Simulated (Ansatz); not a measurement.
## What CaTiSe3 (model cell, started as cubic perovskite with Ti in the octahedra) distorts into

Aim: this structure of CaTiSe3 (model cell, started as cubic perovskite with Ti in the octahedra) is to be tested for unstable modes, and one is followed downhill.

Calculated with Ansatz 0.2.0; DFT PBEsol, scalar-relativistic, plane waves, PAW; PAW set soft_1.

The structure was built from a prototype and need not be the compound's stable phase.

### Step 1. The starting structure

Symmetry: Pm-3m, No. 221, cubic system. Conventional cell: a = 4.921 Å, b = 4.921 Å, c = 4.921 Å, α = 90.00°, β = 90.00°, γ = 90.00°. Nearest to Ca lie 12 Se at 3.48 Å. Nearest to Ti lie 6 Se at 2.46 Å. Se has 2 Ti at 2.46 Å and 4 Ca at 3.48 Å nearest. Farther neighbours and most contacts between anions are not listed.

### Step 2. Response at finite wavevector

The cell comes from relaxations at this level that are not shown. Stability and thermal properties need the whole zone. Linear response on a 2×2×2 q mesh gives force constants as far as a supercell of that size would.

input.yaml

```yaml
crystal:
  lattice:
    - [4.9205037157, 0.0, 0.0]
    - [0.0, 4.9205037157, 0.0]
    - [0.0, 0.0, 4.9205037157]
  atoms:
    - { symbol: Ca, position: [0.0, 0.0, 0.0] }
    - { symbol: Ti, position: [0.5, 0.5, 0.5] }
    - { symbol: Se, position: [0.5, 0.5, 0.0] }
    - { symbol: Se, position: [0.5, 0.0, 0.5] }
    - { symbol: Se, position: [0.0, 0.5, 0.5] }
kpoints:
  mp_grid: { grid: [8, 8, 8] }
hamiltonian:
  xc: pbesol
  pseudopotentials: { kind: paw, azcp: { folder: soft_1 }, xc_functional: pbe }
scf:
  occupations: { method: methfessel_paxton, width: 0.2 }
output:
  eigenvalues: true
phonons:
  method: dfpt
  qmesh: [2, 2, 2]
  temperatures: { t_max: 1000, t_step: 50 }
  qpath:
    path:
      - [[0.0, 0.0, 0.0], [0.0, 0.5, 0.0], [0.5, 0.5, 0.0], [0.0, 0.0, 0.0], [0.5, 0.5, 0.5], [0.0, 0.5, 0.0]]
      - [[0.5, 0.5, 0.5], [0.5, 0.5, 0.0]]
    npoints: 10
```

Launch:

```sh
> ansatz run input.yaml --threads 4 --pin off --max-ram 16384MiB --backend cpu --events-out ev --progress --plain --runs-dir out
```

Numbers of over 12 decimals in the logs are rounded to 6 here.

What it wrote:

```text
Engine: ansatz 0.2.0, aarch64-unknown-linux-gnu
Pseudopotentials: kind: paw
Pseudopotential: Ca, paw, valence charge 10, recommended cutoff 420 eV (normal), soft_1/Ca.paw.azcp
Pseudopotential: Ti, paw, valence charge 12, recommended cutoff 420 eV (normal), soft_1/Ti.paw.azcp
Pseudopotential: Se, paw, valence charge 16, recommended cutoff 420 eV (normal), soft_1/Se.paw.azcp
Functional definition: PBEsol
  exchange = pbesol_x
  correlation = pbesol_c
Crystal: 5 atoms, lattice volume = 119.132 Å³
Basis set: ecut = 420 eV, 2325 PW (Γ), exchange–correlation on 72×72×72 points (8 copies of the dense FFT grid, shifted against one another)
Bands: 42, of which v1, the nominal top of the filled ones, is band 35 counted from 1 (34 counted from 0)
Symmetry: 48 space group operations
k-points: 35 of 512
Non-local potential: Ca, projectors of the file, l = 0: 3, l = 1: 2, l = 2: 2
Non-local potential: Ti, projectors of the file, l = 0: 3, l = 1: 2, l = 2: 3, l = 3: 1
Non-local potential: Se, projectors of the file, l = 0: 2, l = 1: 2, l = 2: 3, l = 3: 1
PAW form: soft (Blöchl's): semilocal exchange-correlation on the pseudo side does not see the compensation charge
PAW frozen core: Ca, regenerated for the run's functional, and the local potential with it (the file was generated under x = pbe(κ = 0.804, μ = 0.219515), c = pbe(β = 0.066725))
PAW frozen core: Ti, regenerated for the run's functional, and the local potential with it (the file was generated under x = pbe(κ = 0.804, μ = 0.219515), c = pbe(β = 0.066725))
PAW frozen core: Se, regenerated for the run's functional, and the local potential with it (the file was generated under x = pbe(κ = 0.804, μ = 0.219515), c = pbe(β = 0.066725))
PAW one-centre angular grid: Ca, 110 points (default); XC on 64 Gauss nodes
PAW one-centre angular grid: Ti, 590 points (default); XC on 64 Gauss nodes
PAW one-centre angular grid: Se, 590 points (default); XC on 64 Gauss nodes
Initial density: superposition of atomic densities (chi_scale 0.1, normalization cell, long waves kept (reshape's long-wave potential 0.00 eV rms))
Initial wavefunctions: pseudopotential atomic-orbital guess
Functional: x = pbesol(κ = 0.804, μ = 0.123457), c = pbesol(β = 0.046)
SCF iter   1: F=—  HF=-20548.852569 eV  |F-HF|=—  |Δ(HF+E_count)|=         —  Δρ=1.06e-1  dr2=2.61e1  ethr=3.10e-3  ⟨swp⟩=6.9  Hψ=5603  notcnv=0
preconditioner: auto → Kerker (q_TF=auto, 2.497 Å⁻¹)  [metal: Δε(μ)=0.059 eV  Ē_g=6.186 eV  σ=0.200 eV  W_gap=0.25  n_scr=26 (ndim 8)  ℏωp=16.7 eV  f_vac=0.000  D(μ)=3.87/eV (n_scr^D=26)]
SCF iter   2: F=—  HF=-20546.801212 eV  |F-HF|=—  |Δ(HF+E_count)|=    2.05e0  S|Δr|=    0.00e0  Δρ=5.34e-2  dr2=7.10e0  ethr=3.10e-3  ⟨swp⟩=3.0  Hψ=2600  notcnv=0  defer=3
SCF iter   3: F=—  HF=-20546.045561 eV  |F-HF|=—  |Δ(HF+E_count)|=   7.56e-1  S|Δr|=    0.00e0  Δρ=8.66e-3  dr2=1.38e-1  ethr=3.10e-3  ⟨swp⟩=3.3  Hψ=2263  notcnv=0  defer=3
SCF iter   4: F=—  HF=-20546.032940 eV  |F-HF|=—  |Δ(HF+E_count)|=   1.26e-2  S|Δr|=    0.00e0  Δρ=3.33e-3  dr2=1.63e-2  ethr=1.97e-4  ⟨swp⟩=2.1  Hψ=3061  notcnv=0  defer=14
SCF iter   5: F=—  HF=-20546.032086 eV  |F-HF|=—  |Δ(HF+E_count)|=   8.54e-4  S|Δr|=    0.00e0  Δρ=1.18e-3  dr2=2.32e-3  ethr=2.33e-5  ⟨swp⟩=2.0  Hψ=2632  notcnv=0  defer=14
SCF iter   6: F=—  HF=-20546.032170 eV  |F-HF|=—  |Δ(HF+E_count)|=   8.40e-5  S|Δr|=    0.00e0  Δρ=5.09e-4  dr2=4.70e-4  ethr=3.31e-6  ⟨swp⟩=2.0  Hψ=2101  notcnv=0  defer=14
SCF iter   7: F=—  HF=-20546.032246 eV  |F-HF|=—  |Δ(HF+E_count)|=   7.62e-5  S|Δr|=    0.00e0  Δρ=1.29e-4  dr2=4.01e-5  ethr=6.71e-7  ⟨swp⟩=2.0  Hψ=1863  notcnv=0  defer=14
SCF iter   8: F=—  HF=-20546.032248 eV  |F-HF|=—  |Δ(HF+E_count)|=   1.76e-6  S|Δr|=    0.00e0  Δρ=5.23e-5  dr2=6.04e-6  ethr=5.72e-8  ⟨swp⟩=2.1  Hψ=1721  notcnv=0  defer=14
SCF iter   9: F=—  HF=-20546.032245 eV  |F-HF|=—  |Δ(HF+E_count)|=   2.54e-6  S|Δr|=    0.00e0  Δρ=1.09e-5  dr2=2.75e-7  ethr=8.62e-9  ⟨swp⟩=2.0  Hψ=2039  notcnv=0  defer=14
SCF iter  10: F=—  HF=-20546.032245 eV  |F-HF|=—  |Δ(HF+E_count)|=   3.96e-8  S|Δr|=    0.00e0  Δρ=3.44e-6  dr2=2.47e-8  ethr=3.92e-10  ⟨swp⟩=2.0  Hψ=2628  notcnv=0  defer=16
SCF iter  11: F=—  HF=-20546.032245 eV  |F-HF|=—  |Δ(HF+E_count)|=   2.06e-9  S|Δr|=    0.00e0  Δρ=1.04e-6  dr2=2.67e-9  ethr=3.52e-11  ⟨swp⟩=3.0  Hψ=2775  notcnv=0  defer=16
SCF iter  12: F=—  HF=-20546.032245 eV  |F-HF|=—  |Δ(HF+E_count)|=  8.73e-11  S|Δr|=    0.00e0  Δρ=3.13e-7  dr2=1.60e-10  ethr=3.81e-12  ⟨swp⟩=2.1  Hψ=1815  notcnv=0  defer=16
SCF iter  13: F=—  HF=-20546.032245 eV  |F-HF|=—  |Δ(HF+E_count)|=  3.27e-11  S|Δr|=    0.00e0  Δρ=1.08e-7  dr2=1.84e-11  ethr=1.00e-12  ⟨swp⟩=1.2  Hψ=1515  notcnv=0  defer=16
SCF iter  14: F=-20546.032245 eV  HF=-20546.032245 eV  |F-HF|=3.64e-12  |Δ(HF+E_count)|=  7.28e-12  S|Δr|=    0.00e0  Δρ=1.85e-8  dr2=4.29e-13  ethr=1.00e-12  ⟨swp⟩=8.8  Hψ=7305  notcnv=0
SCF 1 converged in 14 iterations: F = -20546.032245 eV  dr2 = 4.29e-13
  greatest PAW one-centre occupation: 1.000 electrons in one spin orbital (limit 2), on the Se atom at site 3 (counted from 0), in its partial waves of l = 2
Initial density: read from a saved state, or passed on in memory by an earlier SCF of this step, an earlier step, the calling program or the single point that the run made first
iter 1 solved again at ethr=1.80e-7 eV; its pass at ethr=3.10e-3 eV (dr2=1.26e-4 eV) is discarded
SCF iter   1: F=—  HF=-20546.032246 eV  |F-HF|=—  |Δ(HF+E_count)|=         —  Δρ=2.69e-7  dr2=4.54e-11  ethr=1.80e-7  ⟨swp⟩=3.2  Hψ=9330  notcnv=0
eigensolver tolerance schedule: the retry pair's looser diagonalisation over-reported the residual by 2773667.85 of it (diagonalisation noise at an unbounded share of the residual, at the tolerance the schedule requests for it); recorded, not acted on — ethr = c·dr2/N_el stays at c = 1.0e-1
preconditioner: auto → LDOS  [metal: Δε(μ)=0.102 eV  Ē_g=7.233 eV  σ=0.200 eV  W_gap=0.41  n_scr=26 (ndim 8)  ℏωp=16.7 eV  f_vac=0.012  D(μ)=2.28/eV (n_scr^D=18)  β→1.0]
SCF iter   2: F=—  HF=-20546.032245 eV  |F-HF|=—  |Δ(HF+E_count)|=   9.21e-7  S|Δr|=    0.00e0  Δρ=3.41e-7  dr2=8.90e-11  ethr=1.00e-12  ⟨swp⟩=3.7  Hψ=4156  notcnv=0
SCF iter   3: F=—  HF=-20546.032245 eV  |F-HF|=—  |Δ(HF+E_count)|=  5.09e-11  S|Δr|=    0.00e0  Δρ=1.56e-7  dr2=1.55e-11  ethr=1.00e-12  ⟨swp⟩=1.0  Hψ=1470  notcnv=0
SCF iter   4: F=-20546.032245 eV  HF=-20546.032245 eV  |F-HF|=3.64e-12  |Δ(HF+E_count)|=  3.64e-12  S|Δr|=    0.00e0  Δρ=1.06e-7  dr2=6.72e-12  ethr=1.00e-12  ⟨swp⟩=3.3  Hψ=3224  notcnv=0
SCF 2 converged in 4 iterations: F = -20546.032245 eV  dr2 = 6.72e-12
  greatest PAW one-centre occupation: 1.000 electrons in one spin orbital (limit 2), on the Se atom at site 2 (counted from 0), in its partial waves of l = 2
phonons: the bands overlap, so this run is a metal and interpolates without the dipole-dipole term. If the crystal is really an insulator or semiconductor, its LO-TO splitting is missing
NSCF: frozen V_eff on 35 k-points
NSCF: frozen V_eff on 125 k-points
DFPT response loops at q = (0, 0, 0) (fractional): preconditioner auto → Kerker (q_TF=auto, 2.497 Å⁻¹) (partly filled bands, converged f_vac=0.012); β = 1.00, the filter's whole step (`scf.mixing.beta` (0.50) is not read by the response loops under this deck's `scf.mixing.preconditioner`; to damp them name `kerker` or `kerker_dos`, under which they read `scf.mixing.beta`, and type it under 1.00, their step now; both keys bind the ground state too); Broyden in place of MSR1
NSCF: frozen V_eff on 250 k-points
DFPT response loops at q = (0, 0, -0.5) (fractional): mixed as the last ones told, above
NSCF: frozen V_eff on 250 k-points
DFPT response loops at q = (0, -0.5, -0.5) (fractional): mixed as the last ones told, above
NSCF: frozen V_eff on 250 k-points
DFPT response loops at q = (-0.5, -0.5, -0.5) (fractional): mixed as the last ones told, above
SCF converged after 14 iterations
Stability not checked: this state was not tested for a lower state beside it, because cold or Methfessel-Paxton smearing, or corrected tetrahedra, fill the levels in a way that the test cannot read (fill_not_monotonic; see scf.lower_state_search)
Free energy (F): -20546.032245 eV
Harris-Foulkes:  -20546.032245 eV  (|F-HF|=3.64e-12)
Internal energy: -20546.032627 eV  (E = F + TS)
E sigma→0 (E₀):  -20546.032341 eV
Entropy (-TS):   0.000382 eV (0.076 meV/atom)
Fermi energy:    8.852161 eV
Step filling:    the computed levels leave a gap of 0.0225 eV = 0.1 smearing widths at the electron count; against every level under it full and every level over it empty, smearing changes F+E_penalty+E_count by +2.624 meV and its σ→0 estimate by +2.528 meV
--- Per-component energies (eV) ---
  E_band       = -1474.259303
  E_kinetic    = 867.825111
  E_local      = -10196.540249  (includes V_loc(G=0)·N_el)
  E_nonlocal   = -907.400703
  E_hartree    = 5074.779067
  E_xc         = -497.133073
  E_vxc        = -576.008444  (∫ρ·V_xc dr)
  E_paw        = -8118.587036  (= ΣΔE_a)
  E_vpaw       = -811.692027  (= ΣTr[D̂ρ^β])
  E_aug_tail   = -0.001177  (compensation charges beyond the density's cutoff)
  E_ewald      = -6772.258102
  E_core_change = 3.283534  (= ΣΔE_core)
  E_smearing   = 0.000382  (= −TS)
  E_closure    = 0.000000  (closes the sum)
  Σ components = -20546.032245   (vs F -20546.032245, Δ=0.00e0)
--- Band table (eV; the first three rows and the last of 35) ---
  k-point 0: bands = [... 31 lower, 7.4615, 8.3525, 8.3525, 8.3525, 8.4259, 8.4259, 8.4259, 9.7084, ... 3 higher]
  k-point 1: bands = [... 31 lower, 7.2760, 7.7641, 8.1581, 8.1581, 8.3670, 8.9785, 8.9785, 9.7554, ... 3 higher]
  k-point 2: bands = [... 31 lower, 6.7465, 6.9140, 8.0775, 8.0775, 8.4028, 9.6191, 9.6191, 9.8121, ... 3 higher]
  k-point 34: bands = [... 31 lower, 5.1082, 9.0991, 9.0991, 9.0991, 10.1272, 10.1605, 10.1605, 10.1605, ... 3 higher]
--- Phonons (Γ-DFPT): 4 representative perturbations + reference (Σ response iterations 13) ---
  ASR residual: 3.054e-5 → 0.000e0 eV/Å²; symmetrization residual: 1.033e-5 eV/Å²
  ASR residual per site (eV/Å²): 3.05e-5 1.55e-5 7.94e-6 7.94e-6 7.94e-6
  Γ frequencies (cm⁻¹): -96.72 -96.72 -96.72 -57.43 -57.43 -57.43 -45.76 -45.76 -45.76 0.00 0.00 0.00 260.03 260.03 260.03
--- Phonons (arbitrary-q DFPT): 4 irreducible q on the 2×2×2 mesh ---
  q = [0.0000, 0.0000, 0.0000] (star 1, of the zone-centre solve; hermiticity 1.66e-6, symmetrization 6.13e-12): -96.72 -96.72 -96.72 -57.43 -57.43 -57.43 -45.76 -45.76 -45.76 -0.00 -0.00 0.00 260.03 260.03 260.03
  q = [0.0000, 0.0000, -0.5000] (star 3, 9 solved perturbations in 975 linear systems a pass and spin channel, the states on 125 of 512 k-point pairs; hermiticity 9.67e-7, symmetrization 2.54e-12): -87.32 -87.32 -54.95 -54.95 -45.02 -40.60 -40.60 -9.67 69.94 69.94 81.86 240.64 248.51 258.63 258.63
  q = [0.0000, -0.5000, -0.5000] (star 3, 9 solved perturbations in 975 linear systems a pass and spin channel, the states on 125 of 512 k-point pairs; hermiticity 1.08e-6, symmetrization 5.55e-13): -101.09 -91.02 -91.02 -68.10 -61.60 62.17 62.17 63.80 63.80 120.44 143.41 243.41 243.41 257.97 265.16
  q = [-0.5000, -0.5000, -0.5000] (star 1, 4 solved perturbations in 350 linear systems a pass and spin channel, the states on 125 of 512 k-point pairs; hermiticity 2.67e-7, symmetrization 2.92e-12): -103.76 -103.76 -103.76 -88.73 -88.73 -88.73 73.10 73.10 115.40 115.40 115.40 243.57 243.57 243.57 279.80
  sum rule: each row above includes the acoustic sum rule's correction from the zone centre's row sums; it moved no ω² by more than (0.46 cm⁻¹)²
  mesh force constants: q→R imaginary residual 4.11e-18; ASR residual 3.054e-5 → 0.000e0 eV/Å²; symmetrization residual 8.882e-15 eV/Å²
  interpolated dispersion: 62 rows × 15 modes
  density of states and harmonic sums: on the 14×14×14 q-mesh, interpolated from the force constants of a 2×2×2 supercell (no non-analytic term)
  largest difference from the sums on the solved wave vectors: F 2.33e-1 eV, S 3.19e-4 and C_V 8.71e-5 eV/K
  zero-point energy: 0.084999 eV/cell   skipped modes (ω ≤ 0): 749, of them read as no rigid motion or as one in doubt: 746 (6.116e0 modes/cell left out, lowest -103.76 cm⁻¹)   left out of the sums: 4.08e-1 of the cell's modes: C_V's classical limit lies that fraction below 3 k_B per atom; for a crystal, a wire or a layer, F and S can be off by more, and a phonons.interpolated_qmesh denser along its periods is the remedy for the sampling
```

It took 7.6 min on 4 threads of Arm Neoverse V1, shared host; peak memory 1.9 GiB.

Reading the cycles: dr2 is the Hartree energy of the density residual (eV), the measure of convergence; HF is the Harris–Foulkes estimate of the energy, which meets the free energy F at convergence.

This step gave:

* volume per atom: 23.83 Å³
* gap on the k-mesh: 0 eV
* sum-rule residual before enforcement: 3.05e-5 eV/Å²
* lowest frequency on the path: -103.8 cm⁻¹
* point group: m-3m
* highest frequency on the path or at a solved wavevector: 288.5 cm⁻¹
* highest optical mode at the zone centre (no LO-TO term): 260.0 cm⁻¹
* lowest optical zone-centre mode: -96.72 cm⁻¹
* lowest mode on the q mesh (acoustic modes at Γ apart): -103.8 cm⁻¹

Frequencies (cm⁻¹) solved at each irreducible wavevector; negative means imaginary. Frequencies by wavevector, by row:

| q in reciprocal lattice units | star | mode 1 | mode 2 | mode 3 | mode 4 | mode 13 | mode 14 | mode 15 |
| --- | --- | --- | --- | --- | --- | --- | --- | --- |
| 0 0 0 | 1 | -96.7 | -96.7 | -96.7 | -57.4 | 260 | 260 | 260 |
| 0 0 -0.5 | 3 | -87.3 | -87.3 | -55 | -55 | 248.5 | 258.6 | 258.6 |
| 0 -0.5 -0.5 | 3 | -101.1 | -91 | -91 | -68.1 | 243.4 | 258 | 265.2 |
| -0.5 -0.5 -0.5 | 1 | -103.8 | -103.8 | -103.8 | -88.7 | 243.6 | 243.6 | 279.8 |

Interpolated from a 2×2×2 q mesh. Phonon branches along the path, in cm⁻¹:

| point | branch 1 | branch 2 | branch 3 | branch 4 | branch 12 | branch 13 | branch 14 | branch 15 |
| --- | --- | --- | --- | --- | --- | --- | --- | --- |
| Γ | -97 | -97 | -97 | -57 | 0 | 260 | 260 | 260 |
| halfway | -92 | -92 | -73 | -52 | 154 | 259 | 259 | 262 |
| X | -87 | -87 | -55 | -55 | 241 | 248 | 259 | 259 |
| halfway | -90 | -81 | -79 | -77 | 217 | 242 | 258 | 272 |
| M | -101 | -91 | -91 | -68 | 243 | 243 | 258 | 265 |
| halfway | -88 | -86 | -82 | -69 | 161 | 243 | 259 | 274 |
| Γ | -97 | -97 | -97 | -57 | 0 | 260 | 260 | 260 |
| halfway | -86 | -85 | -85 | -74 | 168 | 240 | 240 | 286 |
| R | -104 | -104 | -104 | -89 | 244 | 244 | 244 | 280 |
| halfway | -88 | -86 | -84 | -82 | 205 | 238 | 243 | 286 |
| X | -87 | -87 | -55 | -55 | 241 | 248 | 259 | 259 |
| jump to R | -104 | -104 | -104 | -89 | 244 | 244 | 244 | 280 |
| halfway | -102 | -91 | -91 | -79 | 220 | 243 | 243 | 285 |
| M | -101 | -91 | -91 | -68 | 243 | 243 | 258 | 265 |

Symmetry leaves 4 wavevectors to solve. The lowest mode among them, the acoustic zeros apart, lies at q = (-0.5, -0.5, -0.5) and is imaginary, 103.8i cm⁻¹, so the energy falls along it.

### Step 3. The mode frozen in, largest atomic shift 0 Å

The mode followed lies at q = (-0.5, -0.5, -0.5) with frequency 103.8i cm⁻¹ and is 3-fold degenerate, the softest among the wavevectors solved. At small amplitude the distorted cell has space group no. 74 by a symmetry search on the positions. The undistorted cell that holds it gives the zero of energy on the same k mesh.

System of this step: CaTiSe3 (model cell, started as cubic perovskite with Ti in the octahedra). It takes space group Pm-3m (No. 221, cubic). The conventional cell has a = 4.921 Å, b = 4.921 Å, c = 4.921 Å, α = 90.00°, β = 90.00°, γ = 90.00°. Nearest to Ca lie 12 Se at 3.48 Å. Nearest to Ti lie 6 Se at 2.46 Å. Se has 2 Ti at 2.46 Å and 4 Ca at 3.48 Å nearest. Farther neighbours and most contacts between anions are not listed.

input.yaml, the sections that differ from step 2:

```yaml
crystal:
  lattice:
    - [4.9205037157, 4.9205037157, 0.0]
    - [4.9205037157, 0.0, 4.9205037157]
    - [4.9205037157, 0.0, -4.9205037157]
  atoms:
    - { symbol: Ca, position: [0.0, 0.0, 0.0] }
    - { symbol: Ca, position: [0.0, 0.5, 0.5] }
    - { symbol: Ti, position: [0.5, 0.25, 0.75] }
    - { symbol: Ti, position: [0.5, 0.75, 0.25] }
    - { symbol: Se, position: [0.5, 0.0, 0.0] }
    - { symbol: Se, position: [0.5, 0.5, 0.5] }
    - { symbol: Se, position: [0.0, 0.5, 0.0] }
    - { symbol: Se, position: [0.0, 0.0, 0.5] }
    - { symbol: Se, position: [0.5, 0.0, 0.5] }
    - { symbol: Se, position: [0.5, 0.5, 0.0] }
output:
  forces: true
  stress: true
  eigenvalues: true
# kpoints, hamiltonian, scf: as in step 2
# phonons: removed
```

What it wrote:

```text
[...]
Crystal: 10 atoms, lattice volume = 238.264 Å³
Basis set: ecut = 420 eV, 4645 PW (Γ), exchange–correlation on 96×96×96 points (8 copies of the dense FFT grid, shifted against one another)
Bands: 84, of which v1, the nominal top of the filled ones, is band 70 counted from 1 (69 counted from 0)
Symmetry: 96 space group operations
[...]
k-points: 29 of 512
[...]
k-point 0: bands = [... 66 lower, 8.3867, 8.4255, 8.4255, 8.4255, 9.0907, 9.0907, 9.0907, 9.7446, ... 10 higher]
  k-point 1: bands = [... 66 lower, 8.1844, 8.7132, 8.7132, 8.7247, 8.8803, 8.8803, 9.0058, 9.9571, ... 10 higher]
  k-point 2: bands = [... 66 lower, 7.9027, 8.4321, 8.4321, 8.7789, 8.9445, 9.0674, 9.0674, 9.8854, ... 10 higher]
  k-point 28: bands = [... 66 lower, 6.9589, 6.9589, 7.9460, 7.9460, 9.5901, 9.5901, 9.9966, 9.9966, ... 10 higher]
[key lines of the parts left out:]
SCF converged after 10 iterations
Free energy (F): -41092.077784 eV
Fermi energy:    8.827462 eV
P = ⅓ Tr σ = -0.0658 GPa (-0.658 kbar)
```

Run time: 12 s. Hardware: 4 threads; peak memory 1 GiB; 47 s of CPU time.

This step gave:

```yaml
pressure: -0.06582 GPa
energy_from_the_undistorted_cell: 0 meV/atom
```

The run ends at a pressure of -0.07 GPa.

[end of part 1 of 3]

[Logs are printed without paths, hosts, clocks, repeated set-up lines and the standing remarks that a program may print on its own settings, such as how far it seeks lower states.]

[Hosts, paths, dates, database ids (printed as entryN), source tags and the programs' standing remarks are cut or masked in the printed files.]
